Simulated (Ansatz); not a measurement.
# Starting-point dependence of the GW gap of BN (Qingsongite)

Aim: G0W0 for BN (Qingsongite) on several starting functionals, at one mesh, band count and screening cutoff.

Main program and level: Ansatz 0.2.0; G0W0 on several functionals, plane waves, PAW.

In doubt: masses and optical values from hybrid runs of this build are listed as unsure (steps 3, 4), which bears on the screening that GW takes from such a start.

### Step 1. Set-up

It takes space group F-43m (No. 216, cubic). The conventional cell has a = 3.615 Å, b = 3.615 Å, c = 3.615 Å, α = 90.00°, β = 90.00°, γ = 90.00°. Nearest to B lie 4 N at 1.57 Å. Nearest to N lie 4 B at 1.57 Å. Farther neighbours and most contacts between anions are not listed.

Coordinates:

```
B N
1.0
     0.00000    1.80750    1.80750
     1.80750    0.00000    1.80750
     1.80750    1.80750    0.00000
B N
1 1
Direct
  0.00000 0.00000 0.00000
  0.25000 0.25000 0.25000
```

The cell and positions come from the Crystallography Open Database and are kept as given unless a step says otherwise.

### Step 2. G0W0 on PBE

Now the one-shot GW correction: screening in the RPA, then the self-energy of the levels asked for. This step takes PAW set soft_1 files.

This step: G0W0 on PBE, plane waves, PAW; PAW set soft_1.

Input file input.yaml:

```yaml
crystal:
  lattice:
    - [0.0, 1.8075, 1.8075]
    - [1.8075, 0.0, 1.8075]
    - [1.8075, 1.8075, 0.0]
  atoms:
    - { symbol: B, position: [0.0, 0.0, 0.0] }
    - { symbol: "N", position: [0.25, 0.25, 0.25] }
kpoints:
  mp_grid: { grid: [8, 8, 8] }
hamiltonian:
  xc: pbe
  pseudopotentials: { kind: paw, azcp: { folder: soft_1 } }
scf:
  occupations: { method: fixed }
gw:
  n_empty_bands: 35
  ecut_chi: 120
  qp_bands: [v2, c2]
  qp_kpoints: band_edges
  screening: { model: contour_deformation }
```

On the command line:

```
$ ansatz run input.yaml --threads 3 --pin off --max-ram 92160MiB --backend cuda --events-out ev --progress --plain --runs-dir out --devices 1 --max-vram 13GiB
```

Numbers of over 12 decimals in the logs are rounded to 6 here.

What it wrote:

```text
GPUs: using 1 of 1 available (devices: 1).
Engine: ansatz 0.2.0, x86_64-unknown-linux-gnu
Pseudopotentials: kind: paw
Pseudopotential: B, paw, valence charge 3, recommended cutoff 420 eV (normal), soft_1/B.paw.azcp
Pseudopotential: N, paw, valence charge 5, recommended cutoff 420 eV (normal), soft_1/N.paw.azcp
Functional definition: PBE
  parameter kappa = 0.804
  parameter beta = 0.066725
  exchange = pbe_x(kappa = kappa, mu = beta*pi^2/3)
  correlation = pbe_c(beta = beta)
device memory: the entry about to start is reckoned to put 0.4 GiB on a device that reports 43.5 GiB free (of which the cap on the GPU budget leaves the run 13.0 GiB)
GPU FFT provider: cuFFT
GPU libraries: cuBLAS 13.8.2, cuFFT 12.4.0, cuSOLVER 12.3.4
Crystal: 2 atoms, lattice volume = 11.810 Å³
Basis set: ecut = 420 eV, 259 PW (Γ)
Bands: 8, of which v1, the nominal top of the filled ones, is band 4 counted from 1 (3 counted from 0)
Symmetry: 24 space group operations
Space group: F-43m (ITA 216), of the structure as read, at distance tolerance 2.3e-5 Å
k-points: 29 of 512 (time reversal used)
Non-local potential: B, projectors of the file, l = 0: 2, l = 1: 2, l = 2: 1
Non-local potential: N, projectors of the file, l = 0: 2, l = 1: 2, l = 2: 1
PAW form: soft (Blöchl's): semilocal exchange-correlation on the pseudo side does not see the compensation charge
PAW one-centre angular grid: B, 110 points (default); XC on 64 Gauss nodes
PAW one-centre angular grid: N, 110 points (default); XC on 64 Gauss nodes
Initial density: superposition of atomic densities (chi_scale 0.1, normalization cell, long waves kept (reshape's long-wave potential 0.00 eV rms))
Initial wavefunctions: pseudopotential atomic-orbital guess
GPU buffer pool allocated for 5832 grid points (all kernels)
GPU transforms: local potential and band sums: pruned to the plane-wave sphere, on 18×18×18
Functional: x = pbe(κ = 0.804, μ = 0.219515), c = pbe(β = 0.066725)
SCF iter   1: F=—  HF=-542.931690 eV  |F-HF|=—  |Δ(HF+E_count)|=         —  Δρ=1.45e-1  dr2=2.02e0  ethr=3.10e-3  ⟨swp⟩=4.0  Hψ=1375  notcnv=0  defer=46
preconditioner: auto → none  [insulator: Δε(μ)=5.735 eV  Ē_g=20.325 eV  n_scr=0 (ndim 8)  ℏωp=30.6 eV  f_vac=0.000  ε∞_Penn≈3.3]
SCF iter   2: F=—  HF=-542.333869 eV  |F-HF|=—  |Δ(HF+E_count)|=   5.98e-1  Δρ=6.42e-2  dr2=2.66e-1  ethr=3.10e-3  ⟨swp⟩=2.0  Hψ=678  notcnv=0  defer=9
SCF iter   3: F=—  HF=-542.282200 eV  |F-HF|=—  |Δ(HF+E_count)|=   5.17e-2  Δρ=2.32e-2  dr2=3.80e-2  ethr=3.10e-3  ⟨swp⟩=3.0  Hψ=383  notcnv=0  defer=47
SCF iter   4: F=—  HF=-542.278913 eV  |F-HF|=—  |Δ(HF+E_count)|=   3.29e-3  Δρ=2.99e-3  dr2=3.72e-4  ethr=4.75e-4  ⟨swp⟩=3.0  Hψ=412  notcnv=0  defer=52
SCF iter   5: F=—  HF=-542.279054 eV  |F-HF|=—  |Δ(HF+E_count)|=   1.41e-4  Δρ=2.81e-4  dr2=4.52e-6  ethr=4.65e-6  ⟨swp⟩=3.0  Hψ=383  notcnv=0  defer=52
SCF iter   6: F=-542.279054 eV  HF=-542.279054 eV  |F-HF|=1.98e-8  |Δ(HF+E_count)|=   3.56e-7  Δρ=1.94e-5  dr2=1.06e-8  ethr=1.25e-9  ⟨swp⟩=3.1  Hψ=1218  notcnv=0
SCF 1 converged in 6 iterations: F = -542.279054 eV  dr2 = 1.06e-8
  greatest PAW one-centre occupation: 0.789 electrons in one spin orbital (limit 2), on the N atom at site 1 (counted from 0), in its partial waves of l = 0
device memory: the entry about to start is reckoned to put 0.4 GiB on a device that reports 43.4 GiB free (of which the cap on the GPU budget leaves the run 13.0 GiB)
NSCF: frozen V_eff on 29 k-points, pencils in batches of 32, up to order 32
the band table was solved once the SCF had ended and its energy, with any forces and stress, was formed, with the checks that follow a solve (1693 applications of the Hamiltonian). They found nothing against the state; the energy, forces and stress were not computed again (output.eigenvalues in the input reference)
device memory: the entry about to start is reckoned to put 0.6 GiB on a device that reports 43.3 GiB free (of which the cap on the GPU budget leaves the run 13.0 GiB)
NSCF: frozen V_eff on 29 k-points, pencils in batches of 32, up to order 176
G₀W₀ screening: q 1/29
[... further progress lines ...]
SCF converged after 6 iterations
Free energy (F): -542.279054 eV
Harris-Foulkes:  -542.279054 eV  (|F-HF|=1.98e-8)
Internal energy: -542.279054 eV  (E = F + TS)
E sigma→0 (E₀):  -542.279054 eV
Fermi energy:    11.169687 eV
--- Per-component energies (eV) ---
  E_band       = 26.361793
  E_kinetic    = 183.641077
  E_local      = -158.847428  (includes V_loc(G=0)·N_el)
  E_nonlocal   = 42.176470
  E_hartree    = 49.028436
  E_xc         = -93.224758
  E_vxc        = -115.285887  (∫ρ·V_xc dr)
  E_paw        = -206.669175  (= ΣΔE_a)
  E_vpaw       = -23.379875  (= ΣTr[D̂ρ^β])
  E_aug_tail   = 0.000975  (compensation charges beyond the density's cutoff)
  E_ewald      = -358.384650
  E_smearing   = -0.000000  (= −TS)
  E_closure    = 0.000000  (closes the sum)
  Σ components = -542.279054   (vs F -542.279054, Δ=0.00e0)
--- Band table (eV; the first three rows and the last of 29) ---
  k-point 0: bands = ["-9.0631", "11.1697", "11.1697", "11.1697", "19.9949", "19.9949", "19.9949", "21.4912"]
  k-point 1: bands = ["-8.6838", "9.2947", "10.7900", "10.7900", "20.3562", "20.5650", "20.5650", "22.6838"]
  k-point 2: bands = ["-7.5832", "5.6926", "10.0417", "10.0417", "20.8072", "21.5140", "21.5140", "24.7333"]
  k-point 28: bands = ["-3.1669", "3.5836", "4.2071", "4.6670", "20.7742", "24.4627", "25.6741", "25.8274"]
--- G₀W₀: contour deformation, 6 samples at zero and on the imaginary axis and 2 off it, 512 q-points, 35 empty bands' worth ---
  eigenvalues of the whole cell's RPA ε∞ on this k-mesh (on a slab, of 1 + 4πα/V) = 4.4706, 4.4706, 4.4706; static W/v taken at q = 0 is 0.223685
  bands read: the sum over 39 bands ends inside a degenerate multiplet in 1 slot, whose members it reads at an even weight; the widest, k=0: bands 39 to 40 (counted from 1) at 1/2 each
  gw.qp_kpoints: band_edges: 11 of 29 stored k-points solved, in 1 pass; an edge of the gap read off the rows below is read off those points alone
    valence top: of the k-points left out ik 10 came nearest to being solved in a further pass, in band 4 (counted from 1, as in the quasiparticle table): it holds the edge there only if its correction is more favourable than any solved in that band by at least 1.192 eV; those differ by 0.496 eV
    conduction bottom: of the k-points left out ik 18 came nearest to being solved in a further pass, in band 5 (counted from 1, as in the quasiparticle table): it holds the edge there only if its correction is more favourable than any solved in that band by at least 1.132 eV; those differ by 0.697 eV
    ik  band        ε_KS         Σx   Σc(E_QP)       V_xc       Z   E_QP_lin       E_QP  E_QP is
     0     3     11.1697   -22.8532     2.9180   -19.2879  0.8277    10.5208    10.5225  root
     0     4     11.1697   -22.8532     2.9180   -19.2879  0.8277    10.5208    10.5225  root
     0     5     19.9949    -7.9536    -5.3133   -14.6768  0.8393    21.4143    21.4048  root
     0     6     19.9949    -7.9536    -5.3133   -14.6768  0.8393    21.4143    21.4048  root
     1     3     10.7900   -22.6870     2.9740   -19.0227  0.8270    10.0979    10.0998  root
     1     4     10.7900   -22.6870     2.9740   -19.0227  0.8270    10.0979    10.0998  root
     1     5     20.3562    -8.7946    -5.3341   -15.4618  0.8364    21.6980    21.6892  root
     1     6     20.5650    -8.0587    -5.4410   -14.9582  0.8361    22.0342    22.0236  root
     2     3     10.0417   -22.5452     3.1359   -18.6341  0.8250     9.2639     9.2665  root
     2     4     10.0417   -22.5452     3.1359   -18.6341  0.8250     9.2639     9.2665  root
     2     5     20.8072    -9.4874    -5.4069   -16.1610  0.8337    22.0822    22.0739  root
     2     6     21.5140    -8.0086    -5.6616   -15.1806  0.8318    23.0370    23.0244  root
     3     3      9.4448   -22.5508     3.2947   -18.4140  0.8231     8.5995     8.6027  root
     3     4      9.4448   -22.5508     3.2947   -18.4140  0.8231     8.5995     8.6027  root
     3     5     21.1677    -9.9273    -5.4505   -16.6060  0.8321    22.4038    22.3959  root
     3     6     21.8799    -7.7569    -5.6881   -14.9187  0.8324    23.3659    23.3536  root
     4     3      9.2280   -22.5720     3.3567   -18.3494  0.8223     8.3585     8.3621  root
     4     4      9.2280   -22.5720     3.3567   -18.3494  0.8223     8.3585     8.3621  root
     4     5     21.3023   -10.0915    -5.4629   -16.7689  0.8316    22.5245    22.5168  root
     4     6     21.8854    -7.6378    -5.6522   -14.7319  0.8338    23.3389    23.3273  root
     5     3     10.0591   -22.3507     3.0755   -18.5045  0.8256     9.2858     9.2884  root
     5     4     10.0591   -22.3507     3.0755   -18.5045  0.8256     9.2858     9.2884  root
     5     5     19.3213    -8.1052    -5.1683   -14.5388  0.8417    20.5938    20.5866  root
     5     6     21.5254    -8.3798    -5.6114   -15.5339  0.8311    23.0811    23.0681  root
[...]
20     3      6.2650   -22.2403     4.0055   -17.0911  0.8107     5.1128     5.1213  root
    20     4      6.2650   -22.2403     4.0055   -17.0911  0.8107     5.1128     5.1213  root
    20     5     15.6360    -8.0447    -4.4588   -13.2851  0.8537    16.4197    16.4175  root
    20     6     20.4064    -7.9318    -5.0417   -13.9273  0.8484    21.3642    21.3601  root
    23     3      6.3444   -22.6411     4.0832   -17.3688  0.8095     5.1461     5.1553  root
    23     4      7.7197   -22.0573     3.6027   -17.4346  0.8179     6.6940     6.6997  root
    23     5     20.7661    -7.9987    -5.2693   -14.4877  0.8382    21.9932    21.9857  root
    23     6     22.3428    -8.4695    -5.8017   -15.6212  0.8285    23.7038    23.6928  root
```

It took 16 s on 1 × NVIDIA H100 80GB HBM3 (shared by 6 runs) with 3 threads of AMD EPYC 7R13 (Zen 3), shared host; peak memory 0.97 GiB; 11 s of CPU time.

The column dr2 measures how far the density is from self-consistency, as an energy; F and HF (Harris–Foulkes) agree once it is small.

This step gave:

* bands summed: 39
* RPA ε∞ on this mesh (eigenvalues): 4.471, 4.471, 4.471
* plane waves in the screening matrix: 27
* q-points in the mesh: 512
* G0W0 gap on the mesh: 5.895 eV
* k of the valence top: 0, 0, 0
* k of the conduction bottom: 0, -0.5, -0.5
* starting gap on the mesh: 4.466 eV
* Z at the valence top: 0.8277
* Z at the conduction bottom: 0.8537
* least direct G0W0 gap on the computed points: 10.88 eV

The gap on the mesh goes from 4.47 eV to 5.90 eV, a correction of +1.43 eV. Between the two edge states, bare exchange in place of the xc potential would open the gap by 8.81 eV, and correlation takes back 7.38 eV.

### Step 3. G0W0 on HSE06

One-shot GW remembers its start. Another functional's orbitals and levels show by how much.

This step: G0W0 on HSE06, plane waves, PAW; PAW set soft_1.

Edit input.yaml of step 2 so:

```diff
@@ -11,3 +11,3 @@
 hamiltonian:
-  xc: pbe
+  xc: hse06
   pseudopotentials: { kind: paw, azcp: { folder: soft_1 } }
```

What it wrote:

```text
GPUs: using 1 of 1 available (devices: 1).
[...]
davidson cushion auto → on  (no smearing: the cushion is to keep the highest requested band from converging to the state above it; pin scf.eigensolver.cushion to override)
[...]
GPU FFT provider: cuFFT
GPU libraries: cuBLAS 13.8.2, cuFFT 12.4.0, cuSOLVER 12.3.4
Crystal: 2 atoms, lattice volume = 11.810 Å³
Basis set: ecut = 420 eV, 259 PW (Γ)
Bands: 8, of which v1, the nominal top of the filled ones, is band 4 counted from 1 (3 counted from 0)
[... 1 set-up line as in the run before ...]
[...]
k-points: 29 of 512 (time reversal used)
[...]
GPU buffer pool allocated for 5832 grid points (all kernels)
[...]
SCF iter   1: F=—  HF=-542.929553 eV  |F-HF|=—  |Δ(HF+E_count)|=         —  Δρ=1.45e-1  dr2=2.02e0  ethr=1.00e-1  ⟨swp⟩=3.6  Hψ=837  notcnv=0
[...]
SCF iter   4: F=-542.279432 eV  HF=-542.279325 eV  |F-HF|=1.07e-4  |Δ(HF+E_count)|=   2.64e-3  Δρ=3.08e-3  dr2=3.94e-4  ethr=5.09e-6  ⟨swp⟩=3.0  Hψ=1243  notcnv=0
SCF 1 stopped early in 4 iterations: F = -542.279432 eV  dr2 = 3.94e-4
[...]
GPU FFT provider: cuFFT
GPU libraries: cuBLAS 13.8.2, cuFFT 12.4.0, cuSOLVER 12.3.4
[...]
GPU buffer pool allocated for 5832 grid points (all kernels)
[...]
G₀W₀ screening: q 1/29
[... further progress lines ...]
hybrid SCF converged: 2 outer / 6 inner (+4 warm-up), last move |dexx| = 9.11e-8 eV, tail = 2.72e-8 eV
Stability not checked: this state was not tested for a lower state beside it, because the functional holds exact exchange (a hybrid, or Hartree-Fock), whose exchange loop this test does not read (fock_operator; see scf.lower_state_search)
Free energy (F): -542.455996 eV
Frozen-core exchange: fock
[...]
Internal energy: -542.455996 eV  (E = F + TS)
E sigma→0 (E₀):  -542.455996 eV
Fermi energy:    10.306477 eV
[...]
--- Band table (eV; the first three rows and the last of 29) ---
[...]
guard bands above this table: 2 of the run's 8 bands. The solve was not asked for them (output.publish_guard_bands: true or output.eigenvalues: true publishes all)
[...]
0     3     10.3065   -22.8757     2.7422   -20.0514  0.8465    10.2244    10.2244  root
     0     4     10.3065   -22.8757     2.7422   -20.0514  0.8465    10.2244    10.2244  root
     0     5     20.8697    -7.8443    -4.9973   -13.6741  0.8569    21.7047    21.7022  root
     0     6     20.8697    -7.8443    -4.9973   -13.6741  0.8569    21.7047    21.7022  root
     1     3      9.9018   -22.7281     2.7899   -19.8339  0.8458     9.7975     9.7975  root
     1     4      9.9018   -22.7281     2.7899   -19.8339  0.8458     9.7975     9.7975  root
     1     5     21.2060    -8.6343    -5.0231   -14.4339  0.8544    21.9848    21.9824  root
     1     6     21.4826    -7.9308    -5.1078   -13.8895  0.8542    22.3362    22.3334  root
[...]
23     3      5.0543   -22.6430     3.7194   -18.6077  0.8302     4.7378     4.7383  root
    23     4      6.5875   -22.1142     3.3139   -18.5479  0.8376     6.3349     6.3352  root
    23     5     21.5396    -7.7469    -4.9594   -13.4111  0.8565    22.2464    22.2444  root
    23     6     23.2925    -8.3332    -5.4037   -14.4695  0.8481    24.0275    24.0251  root
```

Wall time 28 s (1 × NVIDIA H100 80GB HBM3 (shared by 6 runs) with 3 threads); peak memory 1.2 GiB; 26 s of CPU time.

Numbers from this step:

| Property | Result |
| --- | --- |
| bands summed | 39 |
| RPA ε∞ on this mesh (eigenvalues) | 3.928, 3.928, 3.928 |
| plane waves in the screening matrix | 27 |
| q-points in the mesh | 512 |
| G0W0 gap on the mesh | 6.386 eV |
| k of the valence top | 0, 0, 0 |
| k of the conduction bottom | 0, -0.5, -0.5 |
| starting gap on the mesh | 5.783 eV |
| Z at the valence top | 0.8465 |
| Z at the conduction bottom | 0.8696 |
| least direct G0W0 gap on the computed points | 11.48 eV |

Against the run with 8×8×8 mesh, 35 empty bands, screening to 120 eV, PAW set soft_1 files on PBE, the gap moves by +0.49 eV, while the start moved by +1.32 eV.

### Step 4. G0W0 on PBE0

This step: G0W0 on PBE0, plane waves, PAW; PAW set soft_1.

Edit input.yaml of step 3 so:

```diff
@@ -11,3 +11,3 @@
 hamiltonian:
-  xc: hse06
+  xc: pbe0
   pseudopotentials: { kind: paw, azcp: { folder: soft_1 } }
```

What it wrote:

```text
GPUs: using 1 of 1 available (devices: 1).
[...]
GPU FFT provider: cuFFT
GPU libraries: cuBLAS 13.8.2, cuFFT 12.4.0, cuSOLVER 12.3.4
Crystal: 2 atoms, lattice volume = 11.810 Å³
Basis set: ecut = 420 eV, 259 PW (Γ)
Bands: 8, of which v1, the nominal top of the filled ones, is band 4 counted from 1 (3 counted from 0)
[... 1 set-up line as in the run before ...]
[...]
k-points: 29 of 512 (time reversal used)
[...]
1     5     21.5931    -8.6287    -4.9234   -14.0462  0.8598    22.0880    22.0871  root
     1     6     21.8697    -7.9268    -5.0063   -13.5023  0.8596    22.4400    22.4389  root
[...]
23     3      4.6437   -22.6478     3.6094   -19.0253  0.8369     4.6307     4.6307  root
    23     4      6.1854   -22.1234     3.2186   -18.9600  0.8437     6.2407     6.2407  root
    23     5     21.9355    -7.7380    -4.8599   -13.0100  0.8618    22.3481    22.3475  root
    23     6     23.6924    -8.3323    -5.2900   -14.0721  0.8540    24.1431    24.1422  root
[key lines of the parts left out:]
Free energy (F): -542.568453 eV
Fermi energy:    9.924109 eV
```

Run time: 31 s. Hardware: 1 × NVIDIA H100 80GB HBM3 (shared by 6 runs) with 3 threads; peak memory 1.2 GiB.

Numbers from this step:

```yaml
bands_summed: 39
rpa_eps_infinity_on_this_mesh_eigenvalues: 3.776, 3.776, 3.776
plane_waves_in_the_screening_matrix: 27
g0w0_gap_on_the_mesh: 6.542 eV
k_of_the_valence_top: 0, 0, 0
k_of_the_conduction_bottom: 0, -0.5, -0.5
starting_gap_on_the_mesh: 6.547 eV
least_direct_g0w0_gap_on_the_computed_points: 11.65 eV
```

Against the run with 8×8×8 mesh, 35 empty bands, screening to 120 eV, PAW set soft_1 files on HSE06, the gap moves by +0.16 eV, while the start moved by +0.76 eV.

### Step 5. Side by side

All on the 8×8×8 mesh with 35 empty bands and screening to 120 eV. Times are wall times on 1 × NVIDIA H100 80GB HBM3 (shared by 6 runs) with 3 threads of AMD EPYC 7R13 (Zen 3), shared host, good to a factor of about two.

```csv
start,starting gap (eV),shift (eV),G0W0 gap (eV),RPA ε∞ (harmonic mean),"Z (valence, conduction)",time
PBE,4.47,+1.43,5.90,4.47,"0.83, 0.85",16 s
HSE06,5.78,+0.60,6.39,3.93,"0.85, 0.87",28 s
PBE0,6.55,−0.01,6.54,3.78,"0.85, 0.87",31 s
```

How the two edges are built up, in eV (the quasiparticle level is the starting level plus Σx plus Σc less Vxc):

```csv
run,edge,start,Σx,Σc,Vxc,Z,QP
PBE,valence top,11.17,-22.85,2.92,-19.29,0.83,10.52
PBE,conduction bottom,15.64,-8.04,-4.46,-13.29,0.85,16.42
HSE06,valence top,10.31,-22.88,2.74,-20.05,0.85,10.22
HSE06,conduction bottom,16.09,-7.83,-4.29,-12.64,0.87,16.61
PBE0,valence top,9.92,-22.88,2.67,-20.44,0.85,10.15
PBE0,conduction bottom,16.47,-7.82,-4.21,-12.26,0.87,16.69
```

For a hybrid start, Vxc holds its share of exact exchange.

### Step 6. Results

```json
{
 "G0W0@PBE": "5.90 eV (start 4.47 eV)",
 "G0W0@HSE06": "6.39 eV (start 5.78 eV)",
 "G0W0@PBE0": "6.54 eV (start 6.55 eV)",
 "known limits": "not at the basis limit"
}
```

What this shows: The starting gaps span 2.08 eV and the G0W0 gaps 0.65 eV. Between PBE and PBE0, 0.65 eV of the 2.08 eV survives, 31 %. PBE0 screens less than PBE (ε∞ 3.78 against 4.47). Of the 0.65 eV by which its G0W0 gap is higher, the correlation part gives +0.50 eV, and exchange with the one-particle terms, which follow the orbitals, +0.15 eV. The smallest correction, −0.01 eV, is on PBE0, the start nearest to reproducing itself. Bands and cutoff are finite, so the gap is not at the basis limit. The miss can reach some tenths of an eV and take either sign; the mesh is an error of its own.

[Paths, hosts, dates, memory and timing lines, banners, echoed tables and standing remarks are left out of the program output.]

[Logs are printed without paths, hosts, clocks, repeated set-up lines and the standing remarks that a program may print on its own settings, such as how far it seeks lower states.]

[Runs of the session that timed out or met a known fault of the program may be left out.]

[Cells called generated may have been cut or substituted from an entry of the Crystallography Open Database or the Materials Project.]

[Hosts, paths, dates, database ids (printed as entryN), source tags and the programs' standing remarks are cut or masked in the printed files.]
